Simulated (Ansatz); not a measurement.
**SrZnC2Se6: complex band structure**

Wanted: the relaxed cell of SrZnC2Se6, its band edges and its decay constants. It is built by putting Se for O, Sr for Ca in the CaZnC2O6 structure of space group R-3, with the volume rescaled by atomic radii. The parent structure comes from the Materials Project.

Program: Ansatz 0.2.0. Level of theory: r2SCAN DFT, plane waves, PAW files, in the first sound run; inputs show where later runs differ. Results are calculated unless marked as measured.

Report form: the programs' logs are mostly left out.

The structure was built from a prototype and need not be the compound's stable phase.

## Step 1: Starting point

The structure is trigonal, space group R-3 (No. 148). Conventional cell: a = 5.894 Å, b = 5.894 Å, c = 19.784 Å, α = 90.00°, β = 90.00°, γ = 120.00°. Nearest to Sr lie 6 Se at 2.91 Å. Nearest to Zn lie 6 Se at 2.58 Å. Nearest to C lie 3 Se at 1.57 Å. Se has 1 C at 1.57 Å and 1 Zn at 2.58 Å and 2 Se at 2.72 Å and 1 Sr at 2.91 Å nearest. It derives from CaZnC2O6. Se for O, Sr for Ca in the CaZnC2O6 structure of space group R-3. Farther neighbours and most contacts between anions are not listed.

## Step 2: Cell and atoms at rest

The substituted atoms don't fit the parent's cell, so cell and atoms relax together. A small smearing keeps the run stable in case the gap closes on the way.

input.yaml reads:

```yaml
crystal:
  lattice:
    - [2.9472320388, 1.7015852109, 6.594635534]
    - [-2.9472320388, 1.7015852109, 6.594635534]
    - [0.0, -3.4031704219, 6.594635534]
  atoms:
    - { symbol: Sr, position: [0.0, 0.0, 0.0] }
    - { symbol: Zn, position: [0.5, 0.5, 0.5] }
    - { symbol: C, position: [0.757459, 0.757459, 0.757459] }
    - { symbol: C, position: [0.242541, 0.242541, 0.242541] }
    - { symbol: Se, position: [0.726433, 0.03591, 0.505253] }
    - { symbol: Se, position: [0.505253, 0.726433, 0.03591] }
    - { symbol: Se, position: [0.03591, 0.505253, 0.726433] }
    - { symbol: Se, position: [0.273567, 0.96409, 0.494747] }
    - { symbol: Se, position: [0.494747, 0.273567, 0.96409] }
    - { symbol: Se, position: [0.96409, 0.494747, 0.273567] }
kpoints:
  mp_grid: { grid: [4, 4, 4] }
scf:
  occupations: { method: gaussian, width: 0.03 }
hamiltonian:
  xc: r2scan
output:
  forces: true
  stress: true
relax:
  f_tol: 0.02
  max_steps: 60
  cell: {}
```

The run is started by

```bash
$ ansatz run input.yaml --threads 2 --pin off --max-ram 4096MiB --backend cpu --events-out ev --progress --plain --runs-dir out
```

Run time: 2.4 min. Hardware: 2 threads of Arm Neoverse V2, shared host; peak memory 1.6 GiB.

Step by step:

```tsv
step	energy less that of the first step (eV)	largest force component (eV/Å)	pressure (GPa)	volume (Å³)
1	0.0000	13.8142	42.62	198.43
2	-8.3244	4.7835	14.03	224.31
3	-9.6624	1.4758	3.09	236.59
4	-10.1756	0.6640	2.75	238.18
5	-10.2937	0.2793	0.51	246.78
6	-10.3120	0.1256	0.44	246.31
7	-10.3170	0.0553	0.07	247.28
8	-10.3182	0.0010	0.00	247.61
9*	-10.3269	0.0012	0.03	247.61
```

Relaxation steps marked * repeat the geometry before them on a plane-wave basis chosen anew for their cell, so energy and pressure can jump there.

The run keeps the 6 symmetry operations that it works with, so distortions that break them were not tested.

```tsv
conventional cell, symmetrised	before	after	change
a (Å)	5.894	6.347	+7.7 %
b (Å)	5.894	6.347	+7.7 %
c (Å)	19.784	21.295	+7.6 %
volume (Å³/atom)	19.84	24.76	+24.8 %
```

The atoms that moved most (Å, as changes of fractional coordinates times the final cell):

```tsv
atom	dx	dy	dz	length
Se8	0.144	-0.097	-0.038	0.178
Se9	0.012	0.174	-0.038	0.178
Se5	-0.144	0.097	0.038	0.178
Se6	-0.012	-0.174	0.038	0.178
Se10	-0.156	-0.076	-0.038	0.178
Se7	0.156	0.076	0.038	0.178
C4	0.000	0.000	-0.056	0.056
C3	0.000	0.000	0.056	0.056
```

This step gave:

| Quantity | Value |
| --- | --- |
| free energy | -40254.3322 eV |
| Fermi energy | 6.053 eV |
| pressure | 0.03047 GPa |

The largest force component on a free atom ends at 0.0012 eV/Å.

## Step 3: Band edges

The energy window and the wavevectors of the next steps follow from the band edges, so these are searched first, off the mesh as well.

input.yaml reads:

```yaml
crystal:
  lattice:
    - [3.1732794992, 1.832093773, 7.0982873486]
    - [-3.1732794992, 1.832093773, 7.0982873486]
    - [0.0, -3.6641875461, 7.0982873485]
  atoms:
    - { symbol: Sr, position: [0.0, 0.0, 0.0] }
    - { symbol: Zn, position: [0.5, 0.5, 0.5] }
    - { symbol: C, position: [0.760089516, 0.760089516, 0.760089516] }
    - { symbol: C, position: [0.239910484, 0.239910484, 0.239910484] }
    - { symbol: Se, position: [0.7143633743, 0.0692674416, 0.4893365375] }
    - { symbol: Se, position: [0.4893365375, 0.7143633743, 0.0692674416] }
    - { symbol: Se, position: [0.0692674416, 0.4893365375, 0.7143633743] }
    - { symbol: Se, position: [0.2856366257, 0.9307325584, 0.5106634625] }
    - { symbol: Se, position: [0.5106634625, 0.2856366257, 0.9307325584] }
    - { symbol: Se, position: [0.9307325584, 0.5106634625, 0.2856366257] }
kpoints:
  mp_grid: { grid: [6, 6, 6] }
  band_path: { path: [VBM, CBM], npoints: 30 }
scf:
  occupations: { method: fixed }
hamiltonian:
  xc: r2scan
output:
  eigenvalues: true
  write_potential: true
  write_density: true
  volumetric_format: npy
```

Wall time 3.3 min (2 threads); peak memory 1.7 GiB; 6.4 min of CPU time.

Numbers from this step:

```yaml
free_energy: -40254.3343 eV
fermi_energy: 5.703 eV
gap_on_the_k_mesh: 0.6971 eV
gap_on_path: 0.6905 eV, by band count; negative where bands overlap
direct_gap_on_path: 1.109 eV
edge_places_on_path: 0, 0.7015 1/A along the path
```

The electronic bands at the labelled points (eV, zero at the Fermi level (highest filled level under fixed occupations); v1 is the highest filled band, c1 the lowest empty one):

```tsv
point	v4	v3	v2	v1	c1	c2	c3	c4
VBM	-0.95	-0.74	-0.29	0.01	1.79	2.10	3.13	3.54
halfway	-0.80	-0.68	-0.48	-0.34	1.34	1.87	3.36	3.89
CBM	-0.49	-0.49	-0.43	-0.43	0.70	1.25	3.73	3.73
```

The searched edges give 0.691 eV, against 0.697 eV on the mesh.

## Step 4: Decaying states in the gap, plane (001), k-mesh 6×6×6

This step: r2SCAN DFT, plane waves, PAW files; complex bands by layer matching along the plane's normal (Ansatz 0.2.0).

The same crystal is laid in a cell whose first two vectors span the (001) plane (indices of the standard conventional cell, whose axes can be ordered otherwise than in the bulk input). At fixed energy and wavevector in the plane the solver finds all kz, real and complex. A few wavevectors are listed, (0, 0) and (0.4219, -0.125) in units of the plane's reciprocal vectors; the slowest state needn't be among them.

input.yaml reads:

```yaml
crystal:
  lattice:
    - [6.346558998, 0.0, 0.0]
    - [3.173279499, 5.496281319, 0.0]
    - [3.173279499, -1.832093773, 7.098287349]
  atoms:
    - { symbol: Sr, position: [0.0, 0.0, 0.0] }
    - { symbol: Zn, position: [0.0, 0.5, 0.5] }
    - { symbol: C, position: [0.520179032, 0.239910484, 0.719731452] }
    - { symbol: C, position: [0.479820968, 0.760089516, 0.280268548] }
    - { symbol: Se, position: [0.7836308159, 0.9307325584, 0.7270326466] }
    - { symbol: Se, position: [0.2036999118, 0.2856366257, 0.7270326466] }
    - { symbol: Se, position: [0.5586039791, 0.5106634625, 0.7270326466] }
    - { symbol: Se, position: [0.2163691841, 0.0692674416, 0.2729673534] }
    - { symbol: Se, position: [0.7963000882, 0.7143633743, 0.2729673534] }
    - { symbol: Se, position: [0.4413960209, 0.4893365375, 0.2729673534] }
kpoints:
  mp_grid: { grid: [6, 6, 6] }
scf:
  occupations: { method: fixed }
hamiltonian:
  xc: r2scan
output:
  eigenvalues: true
  transmission:
    leads: [[0, 0]]
    kpoints: [[0.0, 0.0], [0.4219, -0.125]]
    e_range: [-1.0, 1.69]
    de: 0.05
```

The job ended after 3.7 min (2 threads; peak memory 1.9 GiB; 6.5 min of CPU time).

This step gave:

```yaml
level_to_which_the_leads_are_filled: 0.3486 eV from the Fermi level
decay_constant_at_the_filling_level_zone_centre: 0.2964 Å⁻¹
decay_constant_at_the_filling_level_slowest_listed_point: 0.2964 Å⁻¹
```

K parallel (0, 0); values up to 1.5 1/Å, a degenerate pair printed once or twice; energies at which all values exceed this have no row. Table of Im kz of the slowest decaying states by energy, zero at the highest filled level on the SCF mesh:

```tsv
energy (eV)	decay 1 (Å⁻¹)	decay 2 (Å⁻¹)	decay 3 (Å⁻¹)	decay 4 (Å⁻¹)
-1.00	0.173	0.416	0.490	0.929
-0.85	0.248	0.262	0.483	0.962
-0.75	0.0152	0.282	0.478	0.985
-0.60	0.207	0.321	0.468	1.04
-0.45	0.0259	0.278	0.351	0.457
-0.35	0.313	0.367	0.449	1.05
-0.20	0.358	0.388	0.435	1.04
-0.05	0.148	0.396	0.404	0.418
0.00	0.200	0.407	0.409	0.411
0.05	0.238	0.404	0.414	0.418
0.20	0.318	0.351	0.411	0.426
0.30	0.314	0.355	0.409	0.433
0.45	0.258	0.393	0.400	0.441
0.60	0.175	0.364	0.434	0.447
0.70	0.337	0.450	0.454	0.526
0.85	0.284	0.452	0.478	0.544
1.00	0.219	0.246	0.451	0.499
1.10	0.167	0.322	0.446	0.511
1.25	0.0140	0.419	0.527	0.583
1.40	0.444	0.541	0.595	0.937
1.50	0.456	0.549	0.601	0.930
1.65	0.471	0.559	0.610	0.919
```

K parallel (0, 0). Re kz of states that move upwards against energy, zero at the highest filled level on the SCF mesh:

```tsv
energy (eV)	channel 1 (Å⁻¹)	channel 2 (Å⁻¹)
-1.00	0.144	0.144
-0.90	0.213	0.213
-0.80	0.303	0.303
-0.75	0.389	0.389
-0.65	0.254	0.254
-0.55	0.362	0.362
-0.45	-	-
-0.35	-0.352	-0.352
-0.25	-0.256	-0.256
-0.20	-0.202	-0.202
-0.10	-	-
0.00	-	-
0.10	-	-
0.20	-	-
0.30	-	-
0.35	-	-
0.45	-	-
0.55	-	-
0.65	-	-
0.75	-0.291	-
0.85	-0.117	-
0.90	-	-
1.00	-	-
1.10	-	-
1.20	-	-
1.30	-0.349	-
1.40	-0.281	-
1.45	-0.256	-
1.55	-0.213	-
1.65	-0.176	-
```

K parallel (0.4219, -0.125); values up to 1.5 1/Å, a degenerate pair printed once or twice; energies at which all values exceed this have no row. The Im kz of the slowest decaying states by energy, zero at the highest filled level on the SCF mesh:

```tsv
energy (eV)	decay 1 (Å⁻¹)	decay 2 (Å⁻¹)	decay 3 (Å⁻¹)	decay 4 (Å⁻¹)
-1.000	0.120	0.181	0.319	0.442
-0.800	0.0629	0.139	0.143	0.322
-0.600	0.223	0.225	0.327	0.328
-0.400	0.130	0.195	0.215	0.311
-0.200	0.0233	0.245	0.247	0.275
0.000	0.286	0.304	0.323	0.325
0.200	0.292	0.328	0.355	0.358
0.400	0.347	0.359	0.376	0.396
0.600	0.368	0.378	0.391	0.421
0.800	0.378	0.388	0.402	0.437
1.000	0.382	0.391	0.410	0.442
1.200	0.379	0.385	0.415	0.431
1.400	0.366	0.371	0.403	0.419
1.600	0.326	0.334	0.374	0.421
```

At the listed wavevectors the last open channel is at +0.00 eV and the next at +0.70 eV on the grid. At +0.35 eV, the grid energy nearest the filling level (the middle of the gap on the SCF mesh), the slowest state at the listed wavevectors decays with κ = 0.296 Å⁻¹, its amplitude falling by e over 3.4 Å. Through 1 nm of this crystal that state's transmission falls by exp(−2 × 0.296 Å⁻¹ × 10 Å) = 0.0027.

## Step 5: Decay over the two-dimensional zone

The listed points could miss the slowest state, so one energy near mid-gap is solved on a mesh of 8×8.

input.yaml: that of step 4 with these lines changed.

```diff
@@ -24,6 +24,2 @@
   eigenvalues: true
-  transmission:
-    leads: [[0, 0]]
-    kpoints: [[0.0, 0.0], [0.4219, -0.125]]
-    e_range: [-1.0, 1.69]
-    de: 0.05
+  transmission: { leads: [[0, 0]], kmesh: [8, 8], e_range: [0.35, 0.36], de: 0.05 }
```

The job ended after 2.5 min (2 threads; peak memory 2 GiB; 5.1 min of CPU time).

This step gave:

- least decay constant on the mesh: 0.2964 Å⁻¹

Slowest decay constant (1/Å; 0 where a channel is open) over k1 and k2. At 0.3500 eV from the Fermi level.

Ten even steps from '0' (0.296) to '9' (0.376):
```
59965655
69656766
65675575
65650565
65755765
66676569
55565699
66656566
```
Columns: k1 (b1) from -0.5 to 0.375; rows upwards: k2 (b2) from -0.5 to 0.375.

The least value on the mesh is 0.296 Å⁻¹ at +0.35 eV. At that energy the listed points give about 0.296 Å⁻¹ by interpolation, so the mesh holds no clearly slower state.

## Step 6: Decaying states in the gap, plane (101), k-mesh 4×4×4

The same for the (101) plane, at (0, 0) and (-0.5, 0), to see how the decay depends on direction.

input.yaml reads:

```yaml
crystal:
  lattice:
    - [7.988238458, 0.0, 0.0]
    - [2.521132245, 5.824319988, 0.0]
    - [2.521132245, 2.366507642, 5.321874191]
  atoms:
    - { symbol: Sr, position: [0.0, 0.0, 0.0] }
    - { symbol: Zn, position: [0.5, 0.5, 0.5] }
    - { symbol: C, position: [0.280268548, 0.239910484, 0.239910484] }
    - { symbol: C, position: [0.719731452, 0.760089516, 0.760089516] }
    - { symbol: Se, position: [0.2729673534, 0.9307325584, 0.5106634625] }
    - { symbol: Se, position: [0.2729673534, 0.2856366257, 0.9307325584] }
    - { symbol: Se, position: [0.2729673534, 0.5106634625, 0.2856366257] }
    - { symbol: Se, position: [0.7270326466, 0.0692674416, 0.4893365375] }
    - { symbol: Se, position: [0.7270326466, 0.7143633743, 0.0692674416] }
    - { symbol: Se, position: [0.7270326466, 0.4893365375, 0.7143633743] }
kpoints:
  mp_grid: { grid: [4, 4, 4] }
scf:
  occupations: { method: fixed }
hamiltonian:
  xc: r2scan
output:
  eigenvalues: true
  transmission:
    leads: [[0, 0]]
    kpoints: [[0.0, 0.0], [-0.5, 0.0]]
    e_range: [-1.0, 1.69]
    de: 0.07
```

Run time: 5 min. Hardware: 2 threads; peak memory 2.4 GiB; 9 min of CPU time.

Numbers from this step:

```yaml
free_energy: -40254.3322 eV
gap_on_the_k_mesh: 0.6968 eV
level_to_which_the_leads_are_filled: 0.3484 eV from the Fermi level
decay_constant_at_the_filling_level_zone_centre: 0.1600 Å⁻¹
decay_constant_at_the_filling_level_slowest_listed_point: 0.16 Å⁻¹
```

K parallel (0, 0); values up to 1.5 1/Å, a degenerate pair printed once or twice; energies at which all values exceed this have no row. Table of Im kz of the slowest decaying states by energy, zero at the highest filled level on the SCF mesh:

```tsv
energy (eV)	decay 1 (Å⁻¹)	decay 2 (Å⁻¹)	decay 3 (Å⁻¹)	decay 4 (Å⁻¹)
-1.00	0.0652	0.122	0.150	0.165
-0.86	0.109	0.188	0.219	0.395
-0.72	0.0618	0.0843	0.229	0.234
-0.58	0.173	0.203	0.296	0.409
-0.44	0.140	0.210	0.338	0.432
-0.30	0.184	0.232	0.289	0.356
-0.23	0.209	0.240	0.316	0.363
-0.09	0.0386	0.0540	0.252	0.256
-0.02	0.0854	0.117	0.257	0.277
0.05	0.0838	0.111	0.149	0.262
0.19	0.143	0.153	0.185	0.269
0.33	0.160	0.189	0.201	0.276
0.47	0.164	0.208	0.214	0.283
0.61	0.150	0.214	0.233	0.288
0.75	0.114	0.220	0.248	0.292
0.89	0.225	0.260	0.296	0.399
0.96	0.227	0.265	0.297	0.397
1.10	0.230	0.274	0.298	0.392
1.24	0.232	0.282	0.298	0.385
1.38	0.233	0.289	0.297	0.374
1.52	0.233	0.294	0.297	0.360
1.66	0.233	0.288	0.305	0.341
```

K parallel (0, 0). Table of Re kz of states that move upwards by energy, zero at the highest filled level on the SCF mesh:

```tsv
energy (eV)	channel 1 (Å⁻¹)	channel 2 (Å⁻¹)	channel 3 (Å⁻¹)
-1.00	-	-	-
-0.93	-	-	-
-0.79	-0.108	-	-
-0.72	0.0682	-	-
-0.65	-0.365	0.133	0.390
-0.51	0.544	-	-
-0.44	-0.391	-0.218	0.260
-0.37	-0.289	-0.182	0.300
-0.30	-0.224	-0.149	0.341
-0.16	-0.103	-0.0721	0.422
-0.09	0.469	-	-
-0.02	0.535	-	-
0.12	-	-	-
0.19	-	-	-
0.26	-	-	-
0.40	-	-	-
0.47	-	-	-
0.54	-	-	-
0.68	-	-	-
0.75	-	-	-
0.82	-	-	-
0.96	0.106	-	-
1.03	0.148	-	-
1.10	0.184	-	-
1.17	0.218	-	-
1.31	0.284	-	-
1.38	0.317	-	-
1.45	0.352	-	-
1.59	0.431	-	-
1.66	0.481	-	-
```

K parallel (-0.5, 0); values up to 1.5 1/Å, a degenerate pair printed once or twice; energies at which all values exceed this have no row. The Im kz of the slowest decaying states by energy, zero at the highest filled level on the SCF mesh:

```tsv
energy (eV)	decay 1 (Å⁻¹)	decay 2 (Å⁻¹)	decay 3 (Å⁻¹)	decay 4 (Å⁻¹)
-1.00	0.0817	0.174	0.239	0.349
-0.86	0.177	0.251	0.335	0.774
-0.72	0.0471	0.0766	0.175	0.298
-0.58	0.116	0.118	0.243	0.306
-0.44	0.0244	0.0836	0.147	0.268
-0.30	0.0340	0.123	0.170	0.214
-0.23	0.0942	0.140	0.187	0.208
-0.09	0.121	0.166	0.210	0.273
-0.02	0.154	0.177	0.217	0.261
0.05	0.179	0.187	0.224	0.254
0.19	0.204	0.217	0.252	0.421
0.33	0.196	0.246	0.263	0.452
0.47	0.151	0.215	0.268	0.272
0.61	0.0969	0.221	0.249	0.291
0.75	0.214	0.242	0.307	0.328
0.89	0.191	0.244	0.318	0.319
0.96	0.176	0.246	0.312	0.323
1.10	0.132	0.249	0.307	0.331
1.24	0.0370	0.251	0.304	0.337
1.38	0.252	0.301	0.342	0.365
1.52	0.253	0.298	0.346	0.360
1.66	0.253	0.294	0.349	0.354
```

K parallel (-0.5, 0). Table of Re kz of states that move upwards by energy, zero at the highest filled level on the SCF mesh:

```tsv
energy (eV)	channel 1 (Å⁻¹)	channel 2 (Å⁻¹)	channel 3 (Å⁻¹)	channel 4 (Å⁻¹)	channel 5 (Å⁻¹)
-1.00	-0.134	-0.0784	-	-	-
-0.86	-0.340	-0.117	-0.0660	-0.00960	0.440
-0.72	-0.184	-0.0337	0.507	-	-
-0.58	-0.0787	0.0297	0.564	-	-
-0.44	-0.551	0.0559	0.383	-	-
-0.30	0.353	0.513	-	-	-
-0.23	0.515	-	-	-	-
-0.09	-	-	-	-	-
-0.02	-	-	-	-	-
0.05	-	-	-	-	-
0.19	-	-	-	-	-
0.33	-	-	-	-	-
0.47	-	-	-	-	-
0.61	-	-	-	-	-
0.75	0.190	-	-	-	-
0.89	0.267	-	-	-	-
0.96	0.297	-	-	-	-
1.10	0.352	-	-	-	-
1.24	0.403	-	-	-	-
1.38	0.246	0.455	-	-	-
1.52	0.317	0.511	-	-	-
1.66	0.383	0.578	-	-	-
```

At the listed wavevectors the last open channel is at -0.02 eV and the next at +0.75 eV on the grid. At +0.33 eV, the grid energy nearest the filling level (the middle of the gap on the SCF mesh), the slowest state at the listed wavevectors decays with κ = 0.16 Å⁻¹, its amplitude falling by e over 6.2 Å; the first such run, plane (001), gave 0.296 Å⁻¹.

## Step 7: Summary of results

| Quantity | Value |
| --- | --- |
| band gap | 0.691 eV |
| least decay constant at mid-gap, normal to (001) | 0.296 Å⁻¹ |
| least decay constant at mid-gap, normal to (101) | 0.16 Å⁻¹ |
| least decay constant on a mesh, normal to (001) | 0.296 Å⁻¹ |

With r2SCAN, the slowest decay at the wavevectors tried is κ = 0.16 Å⁻¹, normal to (101). Through such a film the transmission near mid-gap falls as exp(−2κd), a factor of ten every 7.2 Å. The decay depends on direction: 1.9 times faster normal to (001). A free electron under a barrier of half the gap would need a mass of 0.28 mₑ to decay at this rate. The compound is made up by substitution; its stability against other phases and against distortions of the cell's symmetry was not tested. r2SCAN still narrows gaps, if less than LDA and GGA do, so real decay constants are likely larger.

[Logs are printed without paths, hosts, clocks, repeated set-up lines and the standing remarks that a program may print on its own settings, such as how far it seeks lower states.]

[Hosts, paths, dates, database ids (printed as entryN), source tags and the programs' standing remarks are cut or masked in the printed files.]
